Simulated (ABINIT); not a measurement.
An input for ABINIT 10.8.3 (WSe2 (P6_3/mmc)):

```
acell 3*1.0 Angstrom
rprim 
  3.290000000028 -0.000000000007 0.000000000000
  -1.645000000008 2.849223578479 0.000000000000
  0.000000000000 0.000000000000 12.970000000000
ntypat 2
znucl 74 34
natom 6
typat 1 1 2 2 2 2
xred 
  0.333333333333 0.666666666667 0.250000000000
  0.666666666667 0.333333333333 0.750000000000
  0.333333333333 0.666666666667 0.621000000000
  0.666666666667 0.333333333333 0.121000000000
  0.333333333333 0.666666666667 0.879000000000
  0.666666666667 0.333333333333 0.379000000000
pp_dirpath "pseudos"
pseudos "W.upf, Se.upf"
ecut 58
nspinor 2
iscf -2
irdden 1
kptopt 0
nkpt 30
kpt 
  0.00000000 0.00000000 0.00000000
  0.16666667 0.00000000 0.00000000
  0.33333333 0.00000000 0.00000000
  0.50000000 0.00000000 0.00000000
  0.44444444 0.11111111 0.00000000
  0.38888889 0.22222222 0.00000000
  0.33333333 0.33333333 0.00000000
  0.22222222 0.22222222 0.00000000
  0.11111111 0.11111111 0.00000000
  0.00000000 0.00000000 0.00000000
  0.00000000 0.00000000 0.16666667
  0.00000000 0.00000000 0.33333333
  0.00000000 0.00000000 0.50000000
  0.16666667 0.00000000 0.50000000
  0.33333333 0.00000000 0.50000000
  0.50000000 0.00000000 0.50000000
  0.44444444 0.11111111 0.50000000
  0.38888889 0.22222222 0.50000000
  0.33333333 0.33333333 0.50000000
  0.22222222 0.22222222 0.50000000
  0.11111111 0.11111111 0.50000000
  0.00000000 0.00000000 0.50000000
  0.50000000 0.00000000 0.50000000
  0.50000000 0.00000000 0.33333333
  0.50000000 0.00000000 0.16666667
  0.50000000 0.00000000 0.00000000
  0.33333333 0.33333333 0.50000000
  0.33333333 0.33333333 0.33333333
  0.33333333 0.33333333 0.16666667
  0.33333333 0.33333333 0.00000000
istwfk *1
nband 140
nbdbuf 6
tolwfr 1e-08
nstep 40
prtwf 0
prtvol 0
indata_prefix "in"
outdata_prefix "out"
tmpdata_prefix "tmp"
```

The database entry behind the starting cell differs from later determinations by our own check (a about 0.2 % long), so it need not match the best structure at ambient conditions.

```sh
OMP_NUM_THREADS=1 mpirun -n 16 abinit run.abi > log
```

Question: Estimate wall time and host memory on 16 MPI ranks of Arm Neoverse V2, shared host.

It took 14 min; on shared hardware allow 7 min to 28 min. Peak host memory was 4.1 GiB.

[Paths, hosts, dates, memory and timing lines, banners, echoed tables and standing remarks are left out of the program output.]

[Logs are printed without paths, hosts, clocks, repeated set-up lines and the standing remarks that a program may print on its own settings, such as how far it seeks lower states.]

[Runs of the session that timed out or met a known fault of the program may be left out.]

[Hosts, paths, dates, database ids (printed as entryN), source tags and the programs' standing remarks are cut or masked in the printed files.]

[G0W0 gaps are taken among the corrected bands and points alone; a level outside them can change the order at an edge.]

[Where Ansatz stands beside ABINIT at settings called matched, ABINIT's density can come from a denser mesh and the files from another edition; pairs whose starting gaps differed by over 0.03 eV were left out, so agreement reads better than it is.]
